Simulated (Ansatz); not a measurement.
# Sn wire along [100], 25 atoms a period, H-terminated: bands by functional and under strain

Wanted: the relaxed geometry and the bands of the Sn wire along [100], 25 atoms a period, H-terminated.

Main program and level: Ansatz 0.2.0; DFT PBE, plane waves, PAW; relaxation of a wire's period; PAW set soft_1, in the first sound run; inputs show where later runs differ.

### 1. Starting point

The cell holds 45 atoms: 25 Sn and 20 H. Its edges and angles: a = 22.121 Å, b = 22.121 Å, c = 6.650 Å, α = 90.0°, β = 90.0°, γ = 90.0°. Vacuum lies along a and b. The structure's axis is c.

### 2. Relaxing the period

Band widths follow the bond lengths, so the wire is relaxed first. The atoms and the third cell vector are free; the box across stays fixed as vacuum. A Fermi-Dirac smearing is set since the result may be a metal. The pressure printed is a third of the stress's trace over the whole box, vacuum included; only the stress along the axis is relaxed.

Contents of input.yaml:

```yaml
crystal:
  lattice:
    - [22.121, 0.0, 0.0]
    - [0.0, 22.121, 0.0]
    - [0.0, 0.0, 6.65]
  atoms:
    - { symbol: Sn, position: [0.199374484, 0.499993805, 0.0] }
    - { symbol: Sn, position: [0.349684145, 0.349684145, 0.0] }
    - { symbol: Sn, position: [0.349684145, 0.650303466, 0.0] }
    - { symbol: Sn, position: [0.499993805, 0.199374484, 0.0] }
    - { symbol: Sn, position: [0.499993805, 0.499993805, 0.0] }
    - { symbol: Sn, position: [0.499993805, 0.800613126, 0.0] }
    - { symbol: Sn, position: [0.650303466, 0.349684145, 0.0] }
    - { symbol: Sn, position: [0.650303466, 0.650303466, 0.0] }
    - { symbol: Sn, position: [0.800613126, 0.499993805, 0.0] }
    - { symbol: H, position: [0.153700104, 0.454319425, 0.151934281] }
    - { symbol: H, position: [0.304009764, 0.304009764, 0.151934281] }
    - { symbol: H, position: [0.454319425, 0.153700104, 0.151934281] }
    - { symbol: H, position: [0.545668186, 0.846287507, 0.151934281] }
    - { symbol: H, position: [0.695977846, 0.695977846, 0.151934281] }
    - { symbol: H, position: [0.846287507, 0.545668186, 0.151934281] }
    - { symbol: Sn, position: [0.274529315, 0.575148636, 0.25] }
    - { symbol: Sn, position: [0.424838975, 0.424838975, 0.25] }
    - { symbol: Sn, position: [0.424838975, 0.725458296, 0.25] }
    - { symbol: Sn, position: [0.575148636, 0.274529315, 0.25] }
    - { symbol: Sn, position: [0.575148636, 0.575148636, 0.25] }
    - { symbol: Sn, position: [0.725458296, 0.424838975, 0.25] }
    - { symbol: H, position: [0.228854934, 0.620823016, 0.401934281] }
    - { symbol: H, position: [0.379164595, 0.771132677, 0.401934281] }
    - { symbol: H, position: [0.620823016, 0.228854934, 0.401934281] }
    - { symbol: H, position: [0.771132677, 0.379164595, 0.401934281] }
    - { symbol: Sn, position: [0.349684145, 0.499993805, 0.5] }
    - { symbol: Sn, position: [0.499993805, 0.349684145, 0.5] }
    - { symbol: Sn, position: [0.499993805, 0.650303466, 0.5] }
    - { symbol: Sn, position: [0.650303466, 0.499993805, 0.5] }
    - { symbol: H, position: [0.228854934, 0.379164595, 0.598065719] }
    - { symbol: H, position: [0.379164595, 0.228854934, 0.598065719] }
    - { symbol: H, position: [0.620823016, 0.771132677, 0.598065719] }
    - { symbol: H, position: [0.771132677, 0.620823016, 0.598065719] }
    - { symbol: Sn, position: [0.274529315, 0.424838975, 0.75] }
    - { symbol: Sn, position: [0.424838975, 0.274529315, 0.75] }
    - { symbol: Sn, position: [0.424838975, 0.575148636, 0.75] }
    - { symbol: Sn, position: [0.575148636, 0.424838975, 0.75] }
    - { symbol: Sn, position: [0.575148636, 0.725458296, 0.75] }
    - { symbol: Sn, position: [0.725458296, 0.575148636, 0.75] }
    - { symbol: H, position: [0.153700104, 0.545668186, 0.848065719] }
    - { symbol: H, position: [0.304009764, 0.695977846, 0.848065719] }
    - { symbol: H, position: [0.454319425, 0.846287507, 0.848065719] }
    - { symbol: H, position: [0.545668186, 0.153700104, 0.848065719] }
    - { symbol: H, position: [0.695977846, 0.304009764, 0.848065719] }
    - { symbol: H, position: [0.846287507, 0.454319425, 0.848065719] }
kpoints:
  mp_grid: { grid: [1, 1, 13] }
scf:
  occupations: { method: fermi_dirac, width: 0.05 }
hamiltonian:
  xc: pbe
  pseudopotentials: { kind: paw, azcp: { folder: soft_1 } }
relax:
  cell: { fix: [a, b, alpha, beta, gamma] }
  max_steps: 45
  f_tol: 0.03
```

Run with:

```bash
> ansatz run input.yaml --threads 4 --pin off --max-ram 16384MiB --backend cpu --events-out ev --progress --plain --runs-dir out
```

Numbers of over 12 decimals in the logs are rounded to 6 here.

The program printed:

```text
Engine: ansatz 0.2.0, x86_64-unknown-linux-gnu
Pseudopotentials: kind: paw
Pseudopotential: Sn, paw, valence charge 14, recommended cutoff 420 eV (normal), soft_1/Sn.paw.azcp
Pseudopotential: H, paw, valence charge 1, recommended cutoff 420 eV (normal), soft_1/H.paw.azcp
Functional definition: PBE
  parameter kappa = 0.804
  parameter beta = 0.066725
  exchange = pbe_x(kappa = kappa, mu = beta*pi^2/3)
  correlation = pbe_c(beta = beta)
Crystal: 45 atoms, lattice volume = 3254.102 Å³
Basis set: ecut = 420 eV, 63583 PW (Γ), exchange–correlation on 300×300×90 points (8 copies of the dense FFT grid, shifted against one another)
Bands: 230, of which v1, the nominal top of the filled ones, is band 185 counted from 1 (184 counted from 0)
Symmetry: 8 space group operations
Space group: P-42m (ITA 111), of the structure as read, at distance tolerance 1.5e-4 Å
k-points: 7 of 13
Non-local potential: Sn, projectors of the file, l = 0: 2, l = 1: 2, l = 2: 2, l = 3: 1
Non-local potential: H, projectors of the file, l = 0: 2, l = 1: 1
PAW form: soft (Blöchl's): semilocal exchange-correlation on the pseudo side does not see the compensation charge
PAW one-centre angular grid: Sn, 590 points (default); XC on 64 Gauss nodes
PAW one-centre angular grid: H, 110 points (default); XC on 64 Gauss nodes
Initial density: superposition of atomic densities (neutral atoms: chi_scale 0, normalization atom)
Initial wavefunctions: pseudopotential atomic-orbital guess
Functional: x = pbe(κ = 0.804, μ = 0.219515), c = pbe(β = 0.066725)
SCF iter   1: F=—  HF=-150921.481828 eV  |F-HF|=—  |Δ(HF+E_count)|=         —  Δρ=2.46e-2  dr2=2.08e1  ethr=3.10e-3  ⟨swp⟩=6.9  Hψ=7223  notcnv=0  defer=68
preconditioner: auto → Resta (q_TF=auto, 1.899 Å⁻¹)  ε∞=1.9  [insulator: Δε(μ)=1.237 eV  Ē_g=7.703 eV  σ=0.050 eV  W_gap=1.00  n_scr=340 (ndim 8)  ℏωp=7.1 eV  f_vac=0.597  D(μ)=0.00/eV (n_scr^D=0)  ε∞_Penn≈1.9  vacuum switching on, ρ_ref=4.3e-3 e/Å³]
SCF iter   2: F=—  HF=-150916.733494 eV  |F-HF|=—  |Δ(HF+E_count)|=    4.75e0  Δρ=9.23e-3  dr2=4.82e0  ethr=3.10e-3  ⟨swp⟩=3.3  Hψ=2317  notcnv=0  defer=242
SCF iter   3: F=—  HF=-150916.238468 eV  |F-HF|=—  |Δ(HF+E_count)|=   4.95e-1  Δρ=4.40e-3  dr2=3.38e0  ethr=1.30e-3  ⟨swp⟩=3.6  Hψ=2211  notcnv=0  defer=242
SCF iter   4: F=—  HF=-150915.774013 eV  |F-HF|=—  |Δ(HF+E_count)|=   4.64e-1  Δρ=1.35e-3  dr2=1.96e-1  ethr=9.14e-4  ⟨swp⟩=3.9  Hψ=2367  notcnv=0  defer=239
SCF iter   5: F=—  HF=-150915.768152 eV  |F-HF|=—  |Δ(HF+E_count)|=   5.86e-3  Δρ=5.13e-4  dr2=9.12e-3  ethr=5.31e-5  ⟨swp⟩=2.0  Hψ=1880  notcnv=0  defer=241
SCF iter   6: F=—  HF=-150915.774148 eV  |F-HF|=—  |Δ(HF+E_count)|=   6.00e-3  Δρ=1.63e-4  dr2=1.07e-3  ethr=2.47e-6  ⟨swp⟩=2.0  Hψ=1789  notcnv=0  defer=241
SCF iter   7: F=—  HF=-150915.775173 eV  |F-HF|=—  |Δ(HF+E_count)|=   1.02e-3  Δρ=4.35e-5  dr2=1.74e-4  ethr=2.89e-7  ⟨swp⟩=2.0  Hψ=1789  notcnv=0  defer=241
SCF iter   8: F=—  HF=-150915.775214 eV  |F-HF|=—  |Δ(HF+E_count)|=   4.13e-5  Δρ=1.30e-5  dr2=6.54e-6  ethr=4.69e-8  ⟨swp⟩=2.0  Hψ=1789  notcnv=0  defer=241
SCF iter   9: F=—  HF=-150915.774989 eV  |F-HF|=—  |Δ(HF+E_count)|=   2.25e-4  Δρ=3.70e-6  dr2=5.83e-7  ethr=1.77e-9  ⟨swp⟩=2.9  Hψ=2976  notcnv=0  defer=241
SCF iter  10: F=-150915.774990 eV  HF=-150915.774990 eV  |F-HF|=1.01e-8  |Δ(HF+E_count)|=   1.33e-6  Δρ=1.05e-6  dr2=7.19e-8  ethr=2.70e-11  ⟨swp⟩=5.3  Hψ=5924  notcnv=0
SCF 1 converged in 10 iterations: F = -150915.774990 eV  dr2 = 7.19e-8
  greatest PAW one-centre occupation: 0.991 electrons in one spin orbital (limit 2), on the Sn atom at site 5 (counted from 0), in its partial waves of l = 2
relax step   1: F+E_penalty+E_count = -150915.77498996 eV  Δ(F+E_penalty+E_count) = +0.000e0 eV  max|allowed force component| = 1.804e-1 eV/Å  Δτ_max = 0.0000 Å  P = -0.345 GPa  Ω = 3254.102 Å³  fix = [a, b, alpha, beta, gamma]  reactions: a -0.343, b -0.343 GPa  (10 SCF iters, dr2 threshold 1.00e-7 eV, accepted)
Crystal: 45 atoms, lattice volume = 3215.407 Å³
Basis set: ecut = 420 eV, 62773 PW (Γ), exchange–correlation on 300×300×90 points (8 copies of the dense FFT grid, shifted against one another)
Initial density: handed on by an earlier stage of this run
Initial wavefunctions: those handed on with the density
iter 1 solved again at ethr=2.90e-4 eV; its pass at ethr=3.10e-3 eV (dr2=1.07e0 eV) is discarded
SCF iter   1: F=—  HF=-150915.071483 eV  |F-HF|=—  |Δ(HF+E_count)|=         —  Δρ=6.78e-3  dr2=1.07e0  ethr=2.90e-4  ⟨swp⟩=6.4  Hψ=8691  notcnv=0
preconditioner: auto → Resta (q_TF=auto, 1.903 Å⁻¹)  ε∞=1.4  [insulator: Δε(μ)=1.876 eV  Ē_g=19.054 eV  σ=0.050 eV  W_gap=1.00  n_scr=338 (ndim 8)  ℏωp=12.6 eV  f_vac=0.650  D(μ)=0.00/eV (n_scr^D=0)  ε∞_Penn≈1.4  vacuum switching on, ρ_ref=2.6e-2 e/Å³]
SCF iter   2: F=—  HF=-150914.950559 eV  |F-HF|=—  |Δ(HF+E_count)|=   1.21e-1  Δρ=3.17e-3  dr2=3.14e-1  ethr=2.89e-4  ⟨swp⟩=4.9  Hψ=3114  notcnv=0  defer=55
SCF iter   3: F=—  HF=-150915.003609 eV  |F-HF|=—  |Δ(HF+E_count)|=   5.30e-2  Δρ=1.75e-3  dr2=5.84e-1  ethr=8.50e-5  ⟨swp⟩=4.7  Hψ=3384  notcnv=0  defer=230
SCF iter   4: F=—  HF=-150914.921750 eV  |F-HF|=—  |Δ(HF+E_count)|=   8.19e-2  Δρ=3.23e-4  dr2=4.08e-3  ethr=8.50e-5  ⟨swp⟩=3.4  Hψ=1870  notcnv=0  defer=240
SCF iter   5: F=—  HF=-150914.922082 eV  |F-HF|=—  |Δ(HF+E_count)|=   3.31e-4  Δρ=9.87e-5  dr2=5.24e-4  ethr=1.10e-6  ⟨swp⟩=2.4  Hψ=3058  notcnv=0  defer=240
SCF iter   6: F=—  HF=-150914.921946 eV  |F-HF|=—  |Δ(HF+E_count)|=   1.36e-4  Δρ=4.05e-5  dr2=4.65e-5  ethr=1.42e-7  ⟨swp⟩=2.0  Hψ=1755  notcnv=0  defer=240
SCF iter   7: F=—  HF=-150914.921972 eV  |F-HF|=—  |Δ(HF+E_count)|=   2.62e-5  Δρ=9.43e-6  dr2=4.52e-6  ethr=1.26e-8  ⟨swp⟩=2.0  Hψ=1866  notcnv=0  defer=240
SCF iter   8: F=-150914.921973 eV  HF=-150914.921973 eV  |F-HF|=8.70e-8  |Δ(HF+E_count)|=   8.69e-7  Δρ=3.59e-6  dr2=5.50e-7  ethr=5.50e-10  ⟨swp⟩=5.3  Hψ=5101  notcnv=0
SCF 2 converged in 8 iterations: F = -150914.921973 eV  dr2 = 5.50e-7
  greatest PAW one-centre occupation: 0.990 electrons in one spin orbital (limit 2), on the Sn atom at site 4 (counted from 0), in its partial waves of l = 2
relax step   2: F+E_penalty+E_count = -150914.92197271 eV  Δ(F+E_penalty+E_count) = +8.530e-1 eV  max|allowed force component| = 1.158e0 eV/Å  Δτ_max = 0.1947 Å  P = +0.573 GPa  Ω = 3215.407 Å³  energy of the carried Pulay correction = +2.700e-3 eV  fix = [a, b, alpha, beta, gamma]  (8 SCF iters, dr2 threshold 2.03e-6 eV, rejected (line search))
Crystal: 45 atoms, lattice volume = 3242.736 Å³
[...]
SCF 5 converged in 7 iterations: F = -150915.919991 eV  dr2 = 2.07e-11
relax step   5: F+E_penalty+E_count = -150915.91999132 eV  Δ(F+E_penalty+E_count) = +9.708e-4 eV  max|allowed force component| = 2.639e-2 eV/Å  Δτ_max = 0.0000 Å  P = -0.015 GPa  Ω = 3241.270 Å³  fix = [a, b, alpha, beta, gamma]  reactions: a -0.013, b -0.013 GPa  stress off target by 2.03e-2 GPa on what of the cell is left free  SCF on the basis re-selected at this cell (its energy is not comparable with the rows above)  (7 SCF iters)
basis re-selected at this cell: Δ(F+E_penalty+E_count) = +9.708e-4 eV, ΔP = -0.000 GPa vs the last step (what re-selecting the basis moved, of the pressure what is left beyond the Pulay correction that the steps carried, after the strain that the cell walked since its last selection, with what the two solves' SCF thresholds leave and, on support functions, any second-order correction that the steps lacked; it is no m [...]
SCF converged after 7 iterations
Free energy (F): -150915.919991 eV
Harris-Foulkes:  -150915.919991 eV  (|F-HF|=1.75e-10)
Internal energy: -150915.919991 eV  (E = F + TS)
E sigma→0 (E₀):  -150915.919991 eV
Entropy (-TS):   -0.000000 eV (-0.000 meV/atom)
Fermi energy:    -1.101239 eV
--- Per-component energies (eV) ---
  E_band       = -6292.836132
  E_kinetic    = 4444.857643
  E_local      = -196959.180215  (includes V_loc(G=0)·N_el)
  E_nonlocal   = 3633.117745
  E_hartree    = 96463.844358
  E_xc         = -3295.873056
  E_vxc        = -2198.937374  (∫ρ·V_xc dr)
  E_paw        = -109269.409610  (= ΣΔE_a)
  E_vpaw       = -8140.372272  (= ΣTr[D̂ρ^β])
  E_aug_tail   = -0.010433  (compensation charges beyond the density's cutoff)
  E_ewald      = 54066.733577
  E_smearing   = -0.000000  (= −TS)
  E_closure    = 0.000000  (closes the sum)
  Σ components = -150915.919991   (vs F -150915.919991, Δ=0.00e0)
--- Forces (eV/Å), atoms counted from 1 ---
  atom   1  Sn    -0.00940186    -0.00000000    -0.00000000
  atom   2  Sn     0.01528449     0.01528449     0.02639152
  atom   3  Sn     0.01528449    -0.01528449    -0.02639152
  atom   4  Sn    -0.00000000    -0.00940186     0.00000000
  atom   5  Sn    -0.00000000    -0.00000000     0.00000000
  atom   6  Sn     0.00000000     0.00940186    -0.00000000
  atom   7  Sn    -0.01528449     0.01528449    -0.02639152
  atom   8  Sn    -0.01528449    -0.01528449     0.02639152
  atom   9  Sn     0.00940186     0.00000000     0.00000000
  atom  10  H     -0.00429303    -0.00831773     0.00427204
  atom  11  H     -0.00135262    -0.00135262    -0.00343415
  atom  12  H     -0.00831773    -0.00429303     0.00427204
  atom  13  H      0.00831773     0.00429303     0.00427204
  atom  14  H      0.00135262     0.00135262    -0.00343415
  atom  15  H      0.00429303     0.00831773     0.00427204
  atom  16  Sn     0.01783451    -0.01211492     0.02358567
  atom  17  Sn    -0.00187320    -0.00187320     0.00102697
  atom  18  Sn     0.01211492    -0.01783451     0.02358567
  atom  19  Sn    -0.01211492     0.01783451     0.02358567
  atom  20  Sn     0.00187320     0.00187320     0.00102697
  atom  21  Sn    -0.01783451     0.01211492     0.02358567
  atom  22  H     -0.00167885     0.00084963    -0.00175265
  atom  23  H     -0.00084963     0.00167885    -0.00175265
  atom  24  H      0.00084963    -0.00167885    -0.00175265
  atom  25  H      0.00167885    -0.00084963    -0.00175265
  atom  26  Sn    -0.00112179    -0.00000000    -0.00000000
  atom  27  Sn    -0.00000000    -0.00112179    -0.00000000
  atom  28  Sn     0.00000000     0.00112179     0.00000000
  atom  29  Sn     0.00112179     0.00000000     0.00000000
  atom  30  H     -0.00167885    -0.00084963     0.00175265
  atom  31  H     -0.00084963    -0.00167885     0.00175265
  atom  32  H      0.00084963     0.00167885     0.00175265
  atom  33  H      0.00167885     0.00084963     0.00175265
  atom  34  Sn     0.01783451     0.01211492    -0.02358567
  atom  35  Sn     0.01211492     0.01783451    -0.02358567
  atom  36  Sn    -0.00187320     0.00187320    -0.00102697
  atom  37  Sn     0.00187320    -0.00187320    -0.00102697
  atom  38  Sn    -0.01211492    -0.01783451    -0.02358567
  atom  39  Sn    -0.01783451    -0.01211492    -0.02358567
  atom  40  H     -0.00429303     0.00831773    -0.00427204
  atom  41  H     -0.00135262     0.00135262     0.00343415
  atom  42  H     -0.00831773     0.00429303    -0.00427204
  atom  43  H      0.00831773    -0.00429303    -0.00427204
  atom  44  H      0.00135262    -0.00135262     0.00343415
  atom  45  H      0.00429303    -0.00831773    -0.00427204
  max |Σ_I F_I| component: 7.81e-18 eV/Å
--- Stress (GPa, compression-positive) ---
       -0.012688      -0.000000      -0.000000
       -0.000000      -0.012688      -0.000000
       -0.000000      -0.000000      -0.020279
  P = ⅓ Tr σ = -0.0152 GPa (-0.152 kbar)
--- Relaxed structure (4 steps of the walk, 3 accepted, 1 SCFs on fresh bases) ---
  F+E_penalty+E_count = -150915.91999132 eV   max|allowed force component| = 2.639e-2 eV/Å   (the final SCF, on the basis selected at the relaxed cell)
  cell:  # Å, volume = 3241.2699 Å³
    - [22.121, 0, 0]
    - [0, 22.121, 0]
    - [0, 0, 6.623777]
  atoms:
    - { symbol: Sn, position: [0.201937, 0.5, -1.6352720782916015e-19] }
    - { symbol: Sn, position: [0.351445, 0.351445, -0.0050699] }
    - { symbol: Sn, position: [0.351445, 0.648555, 0.0050699] }
    - { symbol: Sn, position: [0.5, 0.201937, 0] }
    - { symbol: Sn, position: [0.5, 0.5, 0] }
    - { symbol: Sn, position: [0.5, 0.798063, 0] }
    - { symbol: Sn, position: [0.648555, 0.351445, 0.0050699] }
    - { symbol: Sn, position: [0.648555, 0.648555, -0.0050699] }
    - { symbol: Sn, position: [0.798063, 0.5, 3.084498039842823e-19] }
    - { symbol: H, position: [0.155272, 0.455684, 0.148929] }
    - { symbol: H, position: [0.306128, 0.306128, 0.147996] }
    - { symbol: H, position: [0.455684, 0.155272, 0.148929] }
    - { symbol: H, position: [0.544316, 0.844728, 0.148929] }
    - { symbol: H, position: [0.693872, 0.693872, 0.147996] }
    - { symbol: H, position: [0.844728, 0.544316, 0.148929] }
    - { symbol: Sn, position: [0.276208, 0.573627, 0.246183] }
    - { symbol: Sn, position: [0.425106, 0.425106, 0.250355] }
    - { symbol: Sn, position: [0.426373, 0.723792, 0.246183] }
    - { symbol: Sn, position: [0.573627, 0.276208, 0.246183] }
    - { symbol: Sn, position: [0.574894, 0.574894, 0.250355] }
    - { symbol: Sn, position: [0.723792, 0.426373, 0.246183] }
    - { symbol: H, position: [0.231022, 0.619056, 0.398908] }
    - { symbol: H, position: [0.380944, 0.768978, 0.398908] }
    - { symbol: H, position: [0.619056, 0.231022, 0.398908] }
    - { symbol: H, position: [0.768978, 0.380944, 0.398908] }
    - { symbol: Sn, position: [0.350176, 0.5, 0.5] }
    - { symbol: Sn, position: [0.5, 0.350176, 0.5] }
    - { symbol: Sn, position: [0.5, 0.649824, 0.5] }
    - { symbol: Sn, position: [0.649824, 0.5, 0.5] }
    - { symbol: H, position: [0.231022, 0.380944, 0.601092] }
    - { symbol: H, position: [0.380944, 0.231022, 0.601092] }
    - { symbol: H, position: [0.619056, 0.768978, 0.601092] }
    - { symbol: H, position: [0.768978, 0.619056, 0.601092] }
    - { symbol: Sn, position: [0.276208, 0.426373, 0.753817] }
    - { symbol: Sn, position: [0.426373, 0.276208, 0.753817] }
    - { symbol: Sn, position: [0.425106, 0.574894, 0.749645] }
    - { symbol: Sn, position: [0.574894, 0.425106, 0.749645] }
    - { symbol: Sn, position: [0.573627, 0.723792, 0.753817] }
    - { symbol: Sn, position: [0.723792, 0.573627, 0.753817] }
    - { symbol: H, position: [0.155272, 0.544316, 0.851071] }
    - { symbol: H, position: [0.306128, 0.693872, 0.852004] }
    - { symbol: H, position: [0.455684, 0.844728, 0.851071] }
    - { symbol: H, position: [0.544316, 0.155272, 0.851071] }
    - { symbol: H, position: [0.693872, 0.306128, 0.852004] }
    - { symbol: H, position: [0.844728, 0.455684, 0.851071] }
```

Wall time 9.1 min (4 threads of Intel Xeon Platinum 8375C at 2.90GHz (Ice Lake), shared host); peak memory 12 GiB; 36 min of CPU time.

Step by step:

| step | energy less that of the first step (eV) | largest force component (eV/Å) | pressure (GPa) | volume (Å³) |
| --- | --- | --- | --- | --- |
| 1 | 0.0000 | 0.1804 | -0.35 | 3254.10 |
| 2 | 0.8530 | 1.1576 | 0.57 | 3215.41 |
| 3 | -0.1384 | 0.0865 | -0.07 | 3242.74 |
| 4 | -0.1460 | 0.0264 | -0.02 | 3241.27 |
| 5* | -0.1450 | 0.0264 | -0.02 | 3241.27 |

Relaxation steps marked * repeat the geometry before them on a plane-wave basis chosen anew for their cell, so energy and pressure can jump there. Relaxation step 2 was tried and not accepted.

Forces are held to the 8 operations that the run works with; a distortion that breaks them can't arise in this run.

| cell as run | before | after | change |
| --- | --- | --- | --- |
| c (Å) | 6.650 | 6.624 | -0.4 % |

The atoms that moved most (Å, along periodic axes as changes of fractional coordinates times the final cell, across vacuum about the mean position):

| atom | dx | dy | dz | length |
| --- | --- | --- | --- | --- |
| H11 | 0.047 | 0.047 | -0.026 | 0.071 |
| H41 | 0.047 | -0.047 | 0.026 | 0.071 |
| H44 | -0.047 | 0.047 | 0.026 | 0.071 |
| H14 | -0.047 | -0.047 | -0.026 | 0.071 |
| H33 | -0.048 | -0.039 | 0.020 | 0.065 |
| H32 | -0.039 | -0.048 | 0.020 | 0.065 |
| H25 | -0.048 | 0.039 | -0.020 | 0.065 |
| H23 | 0.039 | -0.048 | -0.020 | 0.065 |

This step gave:

| Quantity | Value |
| --- | --- |
| cell length along the wire | 6.624 Å |

The cell's length comes to 6.624 Å with spin left out.

(Continued in part 2 of 3.)

[Logs are printed without paths, hosts, clocks, repeated set-up lines and the standing remarks that a program may print on its own settings, such as how far it seeks lower states.]

[Hosts, paths, dates, database ids (printed as entryN), source tags and the programs' standing remarks are cut or masked in the printed files.]
